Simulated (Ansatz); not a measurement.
# SiC (P6_3mc): band gap by G0W0 on PBE

Aim: the quasiparticle gap of SiC (P6_3mc), starting from PBE.

Program: Ansatz 0.2.0. Level of theory: PBE, then G0W0 on it, plane waves, PAW. Results are calculated unless marked as measured.

**The experiments to reproduce.**

- Gap 3.2 eV: experimental band gap quoted from earlier work; bulk crystal (quoted in “Local vibrational modes of Si vacancy spin qubits in SiC”, 2020, arxiv:2002.00067).

- Gap 3.26 eV: band gap at cryogenic temperature; bulk crystal (literature value) (quoted in “Silicon carbide diodes for neutron detection”, 2020, arxiv:2009.14696).

- Gap 3.285 eV: band gap at low temperature, quoted from earlier experiments; bulk crystal (quoted in “Excitation properties of the divacancy in 4H-SiC”, 2018, arxiv:1804.01167).

Most raw output is cut from this account.

In doubt: masses and optical values from hybrid runs of this build are listed as unsure (in some of the runs), which bears on the screening that GW takes from such a start.

### 1. The structure

The structure is hexagonal, space group P6_3mc (No. 186). The conventional cell has a = 3.076 Å, b = 3.076 Å, c = 10.071 Å, α = 90.00°, β = 90.00°, γ = 120.00°. Nearest to Si lie 4 C at 1.88 to 1.89 Å. C has 4 Si at 1.88 to 1.89 Å nearest. Nearest to C lie 4 Si at 1.88 to 1.89 Å. Farther neighbours are not listed.

The cell and positions are those that the Materials Project relaxed with its own functionals (PBE, PBE+U or r2SCAN), kept fixed. The default PAW set here is soft_2. Its files were made with PBE.

### 2. The PBE band structure

Levels along a band path and on the mesh show where this functional puts the band edges.

This step: DFT, PBE, plane waves, PAW.

Contents of input.yaml:

```yaml
crystal:
  lattice:
    - [3.0756941497, 0.0, 0.0]
    - [-1.5378470748, 2.6636292679, 0.0]
    - [0.0, 0.0, 10.07064648]
  atoms:
    - { symbol: Si, position: [0.66666667, 0.33333333, 0.93784198] }
    - { symbol: Si, position: [0.33333333, 0.66666667, 0.43784198] }
    - { symbol: Si, position: [0.0, 0.0, 0.68789438] }
    - { symbol: Si, position: [0.0, 0.0, 0.18789438] }
    - { symbol: C, position: [0.66666667, 0.33333333, 0.74980259] }
    - { symbol: C, position: [0.33333333, 0.66666667, 0.24980259] }
    - { symbol: C, position: [0.0, 0.0, 0.50046005] }
    - { symbol: C, position: [0.0, 0.0, 0.00046005] }
kpoints:
  mp_grid: { grid: [12, 12, 2] }
  band_path:
    path:
      - [[0.0, 0.0, 0.0], [0.5, 0.0, 0.0], [0.33333333, 0.33333333, 0.0], [0.0, 0.0, 0.0], [0.0, 0.0, 0.5], [0.5, 0.0, 0.5], [0.33333333, 0.33333333, 0.5], [0.0, 0.0, 0.5]]
      - [[0.5, 0.0, 0.5], [0.5, 0.0, 0.0]]
      - [[0.33333333, 0.33333333, 0.5], [0.33333333, 0.33333333, 0.0]]
    npoints: 10
hamiltonian:
  xc: pbe
scf:
  occupations: { method: fermi_dirac, width: 0.02 }
  n_extra_bands: 6
output:
  eigenvalues: true
  write_density: true
  write_potential: true
  elf: true
  volumetric_format: npy
```

Run with:

```console
ansatz run input.yaml --threads 3 --pin off --max-ram 92160MiB --backend cuda --events-out ev --progress --plain --runs-dir out --devices 1 --max-vram 13GiB
```

Run time: 8.6 s. Hardware: 1 × NVIDIA H100 80GB HBM3 (shared by 6 runs) with 3 threads of AMD EPYC 7R13 (Zen 3), shared host; peak memory 0.91 GiB.

Numbers from this step:

| Item | Value |
| --- | --- |
| filled bands | 16 |
| gap | 2.227 eV |
| valence top at | Γ |
| conduction bottom at | M |
| least direct gap | 3.350 eV |

Over mesh and path the gap is 2.227 eV, from k = Γ to k = (0.500, 0.000, 0.000). The least direct gap found is 3.350 eV, at k = (0.500, 0.000, 0.000).

The electronic bands at the labelled points (eV, zero at the top of the highest nominally filled band):

| point | band 13 | band 14 | band 15 | band 16 | band 17 | band 18 | band 19 | band 20 |
| --- | --- | --- | --- | --- | --- | --- | --- | --- |
| Γ | -0.58 | -0.05 | 0.00 | 0.00 | 5.11 | 5.69 | 6.30 | 6.33 |
| halfway | -1.67 | -1.63 | -0.83 | -0.55 | 3.79 | 4.30 | 5.08 | 6.13 |
| M | -2.36 | -2.22 | -1.58 | -1.12 | 2.23 | 2.36 | 4.23 | 4.76 |
| halfway | -3.20 | -2.57 | -1.92 | -1.85 | 3.15 | 3.99 | 4.73 | 6.09 |
| K | -4.00 | -2.87 | -2.87 | -1.67 | 3.98 | 3.98 | 5.19 | 5.60 |
| halfway | -2.50 | -2.08 | -1.56 | -0.93 | 4.70 | 4.93 | 5.29 | 6.34 |
| Γ | -0.58 | -0.05 | 0.00 | 0.00 | 5.11 | 5.69 | 6.30 | 6.33 |
| halfway | -0.41 | -0.41 | -0.06 | -0.06 | 5.16 | 5.54 | 6.52 | 6.57 |
| A | -0.21 | -0.21 | -0.21 | -0.21 | 5.32 | 5.32 | 6.78 | 6.78 |
| halfway | -1.27 | -1.27 | -0.92 | -0.92 | 3.96 | 3.96 | 5.57 | 5.57 |
| L | -2.50 | -2.50 | -1.55 | -1.55 | 2.64 | 2.64 | 4.22 | 4.22 |
| halfway | -3.23 | -3.23 | -2.04 | -2.04 | 3.53 | 3.53 | 5.50 | 5.50 |
| H | -2.75 | -2.75 | -2.45 | -2.45 | 3.24 | 3.24 | 6.69 | 6.69 |
| halfway | -2.15 | -2.15 | -1.04 | -1.04 | 4.95 | 4.95 | 5.53 | 5.53 |
| A | -0.21 | -0.21 | -0.21 | -0.21 | 5.32 | 5.32 | 6.78 | 6.78 |
| jump to L | -2.50 | -2.50 | -1.55 | -1.55 | 2.64 | 2.64 | 4.22 | 4.22 |
| halfway | -2.49 | -1.96 | -1.89 | -1.24 | 2.46 | 2.47 | 4.03 | 4.79 |
| M | -2.36 | -2.22 | -1.58 | -1.12 | 2.23 | 2.36 | 4.23 | 4.76 |
| jump to H | -2.75 | -2.75 | -2.45 | -2.45 | 3.24 | 3.24 | 6.69 | 6.69 |
| halfway | -3.58 | -2.64 | -2.64 | -1.99 | 3.55 | 3.55 | 5.62 | 6.19 |
| K | -4.00 | -2.87 | -2.87 | -1.67 | 3.98 | 3.98 | 5.19 | 5.60 |

Valence density in the ac plane at fractional y = 0.000, with atoms of Si and C within 0.2 Å of it. It is the smooth field of the valence electrons, not physical close to the nuclei.

Values in e/Å³, 24 rows by 16 columns, each cell a mean:
```
1.6 1.6 1.5 1.1 0.8 0.6 0.4 0.3 0.3 0.3 0.4 0.6 0.8 1.1 1.5 1.6
0.8 0.8 0.7 0.6 0.5 0.4 0.3 0.3 0.3 0.3 0.3 0.4 0.5 0.6 0.7 0.8
0.2 0.2 0.2 0.2 0.2 0.2 0.2 0.2 0.2 0.2 0.2 0.2 0.2 0.2 0.2 0.2
0.1 0.1 0.1 0.1 0.2 0.2 0.2 0.2 0.2 0.2 0.2 0.2 0.2 0.1 0.1 0.1
0.2 0.2 0.2 0.2 0.2 0.3 0.3 0.3 0.3 0.3 0.3 0.3 0.2 0.2 0.2 0.2
0.2 0.3 0.3 0.4 0.4 0.4 0.5 0.5 0.5 0.5 0.5 0.4 0.4 0.4 0.3 0.3
0.1 0.2 0.3 0.4 0.5 0.5 0.5 0.5 0.5 0.5 0.5 0.5 0.5 0.4 0.3 0.2
0.1 0.1 0.2 0.3 0.4 0.4 0.4 0.3 0.3 0.3 0.4 0.4 0.4 0.3 0.2 0.1
0.4 0.4 0.4 0.4 0.3 0.2 0.2 0.2 0.1 0.2 0.2 0.2 0.3 0.4 0.4 0.4
0.9 0.8 0.7 0.5 0.3 0.2 0.1 0.1 0.1 0.1 0.1 0.2 0.3 0.5 0.7 0.8
1.5 1.4 1.1 0.8 0.5 0.3 0.2 0.1 0.1 0.1 0.2 0.3 0.5 0.8 1.1 1.4
1.8 1.8 1.6 1.2 0.8 0.5 0.3 0.3 0.2 0.3 0.3 0.5 0.8 1.2 1.6 1.8
1.6 1.6 1.5 1.1 0.8 0.6 0.4 0.3 0.3 0.3 0.4 0.6 0.8 1.1 1.5 1.6
0.8 0.8 0.7 0.6 0.5 0.4 0.3 0.3 0.3 0.3 0.3 0.4 0.5 0.6 0.7 0.8
0.2 0.2 0.2 0.2 0.2 0.2 0.2 0.2 0.2 0.2 0.2 0.2 0.2 0.2 0.2 0.2
0.1 0.1 0.1 0.1 0.1 0.2 0.2 0.2 0.2 0.2 0.2 0.2 0.1 0.1 0.1 0.1
0.2 0.2 0.2 0.2 0.2 0.3 0.3 0.3 0.3 0.3 0.3 0.3 0.2 0.2 0.2 0.2
0.2 0.3 0.3 0.4 0.4 0.4 0.5 0.5 0.5 0.5 0.5 0.4 0.4 0.4 0.3 0.3
0.1 0.2 0.3 0.4 0.5 0.5 0.5 0.5 0.5 0.5 0.5 0.5 0.5 0.4 0.3 0.2
0.1 0.1 0.2 0.3 0.4 0.4 0.4 0.3 0.3 0.3 0.4 0.4 0.4 0.3 0.2 0.1
0.4 0.4 0.4 0.4 0.3 0.2 0.2 0.2 0.1 0.2 0.2 0.2 0.3 0.4 0.4 0.4
0.9 0.8 0.7 0.5 0.3 0.2 0.1 0.1 0.1 0.1 0.1 0.2 0.3 0.5 0.7 0.8
1.5 1.4 1.1 0.8 0.5 0.3 0.2 0.1 0.1 0.1 0.2 0.3 0.5 0.8 1.1 1.4
1.8 1.8 1.6 1.2 0.8 0.5 0.3 0.3 0.2 0.3 0.3 0.5 0.8 1.2 1.6 1.8
```
Columns run along a (3.1 Å), rows up along c (10.1 Å). Atoms in or near the plane, at fractional coordinates: Si at (0.00, 0.69), Si at (0.00, 0.19), C at (0.00, 0.50), C at (0.00, 0.00).

ELF in the ac plane at fractional y = 0.000, with atoms of Si and C within 0.2 Å of it. It is the smooth field of the valence electrons, not physical close to the nuclei.

Ten even steps from '0' (0.06) to '9' (0.92), each cell a mean:
```
2378987434789873
6677775323577776
3333332222233333
0000123444321000
1112345555543211
1246777666777642
1126888777888621
3213576656675312
5544332111233445
9998531000135899
7788753101357887
0157876323678751
2378987434789863
6677775323577776
2333332222233333
0000123444321000
1112345555543211
1246777666777642
1126888777888621
3213566656665312
5544332111233445
9997531000135799
7888753101357888
0157876323678751
```
Columns run along a (3.1 Å), rows up along c (10.1 Å). Atoms in or near the plane, at fractional coordinates: Si at (0.00, 0.69), Si at (0.00, 0.19), C at (0.00, 0.50), C at (0.00, 0.00).

### 3. One-shot GW

G0W0 replaces the xc potential by a self-energy built once from the orbitals of the start. Levels are corrected in the window of bands that the input names, at points of the mesh.

This step: G0W0 on PBE, plane waves, PAW.

input.yaml, the sections that differ from step 2:

```yaml
kpoints:
  mp_grid: { grid: [6, 6, 2] }
scf:
  occupations: { method: fixed }
gw:
  n_empty_bands: 529
  ecut_chi: 200.0
  qp_bands: [v2, c2]
  qp_kpoints: band_edges
  screening: { model: contour_deformation }
# crystal, hamiltonian: as in step 2
# output: removed
```

Wall time 61 s (1 × NVIDIA H100 80GB HBM3 (shared by 6 runs) with 3 threads); peak memory 1.9 GiB; 1.8 min of CPU time.

Numbers from this step:

* bands summed: 545
* RPA ε∞ on this mesh (eigenvalues): 6.934, 7.013, 7.013
* plane waves in the screening matrix: 527
* q-points in the mesh: 72
* G0W0 gap over the corrected points: 3.136 eV
* k of the valence top: 0, 0, 0
* k of the conduction bottom: 0, -0.5, 0
* starting gap on the mesh: 2.224 eV
* Z at the valence top: 0.7883
* Z at the conduction bottom: 0.8147
* least direct G0W0 gap over the corrected points: 4.340 eV

Over 10 of 14 irreducible mesh points the G0W0 gap is 3.136 eV, from k = Γ to k = (0.000, -0.500, 0.000). The PBE gap of this run on the mesh is 2.224 eV. The two states that bound the G0W0 gap lie that far apart at the start, so the correction of the gap is 3.136 − 2.224 = +0.912 eV. The start of this run differs from the step before in mesh (12×12×2 and 6×6×2).

Labels follow the order of the start: v1 is the top filled band, c1 the lowest empty one; levels that stay degenerate share a row, the window can cut a multiplet, doubted levels are not marked in this list, bands outside the window were not corrected, and the list may be a part of the corrected levels. Levels before and after the correction, in eV, zero at the valence-band top of each column:

|  | conduction bottom | valence top |
| --- | --- | --- |
| Kohn-Sham | 2.22 | 0.00 |
| G0W0 | 3.14 | 0.00 |

|  | level | occupation | energy (eV) |
| --- | --- | --- | --- |
| Kohn-Sham | Γ v2-v1 | 2 | 0.000 |
| Kohn-Sham | Γ c1 | 0 | 5.108 |
| Kohn-Sham | Γ c2 | 0 | 5.687 |
| Kohn-Sham | (0 -0.5 0) v2 | 2 | -1.579 |
| Kohn-Sham | (0 -0.5 0) v1 | 2 | -1.123 |
| Kohn-Sham | (0 -0.5 0) c1 | 0 | 2.224 |
| Kohn-Sham | (0 -0.5 0) c2 | 0 | 2.356 |
| G0W0 | Γ v2-v1 | 2 | 0.000 |
| G0W0 | Γ c1 | 0 | 6.241 |
| G0W0 | Γ c2 | 0 | 6.845 |
| G0W0 | (0 -0.5 0) v2 | 2 | -1.676 |
| G0W0 | (0 -0.5 0) v1 | 2 | -1.204 |
| G0W0 | (0 -0.5 0) c1 | 0 | 3.136 |
| G0W0 | (0 -0.5 0) c2 | 0 | 3.289 |

The parts of the quasiparticle energy for the two states that bound the G0W0 gap, in eV on the run's own scale (QP = start + Σx + Σc − Vxc, with Σc at the quasiparticle energy):

| edge | k | band | start | Σx | Σc | Vxc | Z | QP |
| --- | --- | --- | --- | --- | --- | --- | --- | --- |
| valence top | Γ | 15 | 9.592 | −18.359 | 1.864 | −15.770 | 0.788 | 8.866 |
| conduction bottom | (0.000, -0.500, 0.000) | 17 | 11.816 | −7.428 | −4.174 | −11.788 | 0.815 | 12.002 |

### 4. The runs together

Each gap is the least one over the points named; times are wall times on shared hosts, not benchmarks. A G0W0 time includes the run's own self-consistent start. Rows marked * are further runs, not shown as steps, whose inputs differ from the G0W0 step on the same start in the columns given; solver thresholds can differ too. Symmetry makes (0.500, 0.000, 0.000) and (0.000, -0.500, 0.000) one point.

| level | mesh | files, cutoff | bands summed, screening | points | gap (eV) | valence top | conduction bottom | least direct gap (eV) | time |
| --- | --- | --- | --- | --- | --- | --- | --- | --- | --- |
| PBE | 12×12×2 | soft_2 PAW, 420 eV | - | mesh and path | 2.227 | Γ | (0.500, 0.000, 0.000) | 3.350 | 8.6 s |
| G0W0@PBE* | 6×6×2 | soft_2 PAW, 420 eV | 103, 60 eV | 10 of 14 irreducible mesh points | 2.756 | Γ | (0.000, -0.500, 0.000) | 4.026 | 12 s |
| G0W0@PBE* | 6×6×2 | soft_2 PAW, 420 eV | 262, 120 eV | 10 of 14 irreducible mesh points | 3.009 | Γ | (0.000, -0.500, 0.000) | 4.234 | 31 s |
| G0W0@PBE | 6×6×2 | soft_2 PAW, 420 eV | 545, 200 eV | 10 of 14 irreducible mesh points | 3.136 | Γ | (0.000, -0.500, 0.000) | 4.340 | 61 s |
| G0W0@PBE* | 6×6×2 | soft_2 PAW, 420 eV | 262, 120 eV, plasmon pole | 10 of 14 irreducible mesh points | 2.965 | Γ | (0.000, -0.500, 0.000) | 4.198 | 20 s |

Computed less measured, in eV, for the reports listed at the start; nothing is added to the computed values:

| row | computed (eV) | 3.2 eV (quoted 2020) | 3.26 eV (quoted 2020) | 3.285 eV (quoted 2018) |
| --- | --- | --- | --- | --- |
| PBE, gap | 2.227 | −0.973 | −1.033 | −1.058 |
| G0W0@PBE, gap | 3.136 | −0.064 | −0.124 | −0.149 |
| G0W0@PBE, least direct gap | 4.340 | +1.140 | +1.080 | +1.055 |

### 5. Outcome

```json
{"PBE gap over mesh and path": "2.227 eV, from k = Γ to k = (0.500, 0.000, 0.000)", "G0W0@PBE gap over 10 of 14 irreducible mesh points": "3.136 eV, from k = Γ to k = (0.000, -0.500, 0.000)", "GW settings": "6×6×2 mesh, 529 empty bands, screening to 200 eV", "known limits": "finite bands, screening cutoff and k mesh; no spin-orbit coupling in G0W0"}
```

In words: Over 10 of 14 irreducible mesh points the G0W0 gap is 3.136 eV, from k = Γ to k = (0.000, -0.500, 0.000). The PBE gap of this run on the mesh is 2.224 eV. The two states that bound the G0W0 gap lie that far apart at the start, so the correction of the gap is 3.136 − 2.224 = +0.912 eV. The valence state moves by 8.866 − 9.592 = −0.726 eV and the conduction state by 12.002 − 11.816 = +0.186 eV, on the run's own scale; with 103 bands the edge states move by +0.078 and +0.609 eV, so the split between the edges depends on the bands and cutoff. Both edges that PBE shows over mesh and path lie at k points where levels were corrected. Levels at other points were not corrected, so a lower G0W0 gap elsewhere in the zone is not ruled out. From 103 bands and 60 eV to 545 bands and 200 eV the gap moves by 3.136 − 2.756 = +0.380 eV (rung by rung 2.756, 3.009, 3.136 eV); bands and screening cutoff rise together, so their parts are not told apart. A line in one over the bands through the two highest rungs gives 3.136 + (3.136 − 3.009) × 262 / (545 − 262) = 3.254 eV, and through the pair below 3.009 + (3.009 − 2.756) × 103 / (262 − 103) = 3.173 eV. The two differ by 0.081 eV, not under the 0.030 eV asked, so the law does not hold well over these rungs and the limit is not known. With the plasmon pole model in place of the contour deformation model and all else as in the G0W0@PBE row with 262 bands, the gap differs by 2.965 − 3.009 = −0.044 eV. G0W0 on other starts in this series, not shown as steps and not all at these settings: 3.399 eV on HSE06 (6×6×2, soft_2 PAW, 262 bands, 120 eV) and 3.006 eV on LDA (6×6×2, soft_2 PAW, 262 bands, 120 eV). Against experiment, G0W0@PBE at 3.136 eV lies −0.064 eV from 3.2 eV (quoted 2020), −0.124 eV from 3.26 eV (quoted 2020) and −0.149 eV from 3.285 eV (quoted 2018). The differences hold parts that these runs do not separate: finite bands, cutoffs and mesh, points of the zone that were not corrected, the start of G0W0, spin-orbit coupling missing from it, static nuclei, no electron-hole attraction, a cell that is not a measured one, and what each experiment reads as the gap. How much each gives is not known from the steps shown. The G0W0 runs are scalar-relativistic. No pair of G0W0 runs that differ in the mesh alone is shown (6×6×2 is a supercell whose nearest images lie 18 Å apart), so the error from the mesh is not known here. G0W0@PBE runs of this series with other atomic data on the same mesh, not shown as steps, give 3.017 eV (hard PAW, 820 eV, 262 bands, screening to 120 eV; the table's row with the same empty bands and screening cutoff has 3.009 eV); where bands and cutoffs differ too, the part of the files is not isolated.

[Paths, hosts, dates, memory and timing lines, banners, echoed tables and standing remarks are left out of the program output.]

[Logs are printed without paths, hosts, clocks, repeated set-up lines and the standing remarks that a program may print on its own settings, such as how far it seeks lower states.]

[Runs of the session that timed out or met a known fault of the program may be left out.]

[Cells called generated may have been cut or substituted from an entry of the Crystallography Open Database or the Materials Project.]

[Hosts, paths, dates, database ids (printed as entryN), source tags and the programs' standing remarks are cut or masked in the printed files.]

[Where an RPA ε∞ is given, it is that of the G0W0 mesh and is not shown converged in it. Names of k-points follow the symmetry that the program found, which can be lower than the space group named. Band edges on a path are those of the sampled points; other points can move an edge, and change direct to indirect where valleys lie close.]

[Hybrid gaps are those of their k-mesh and are not shown converged in it.]
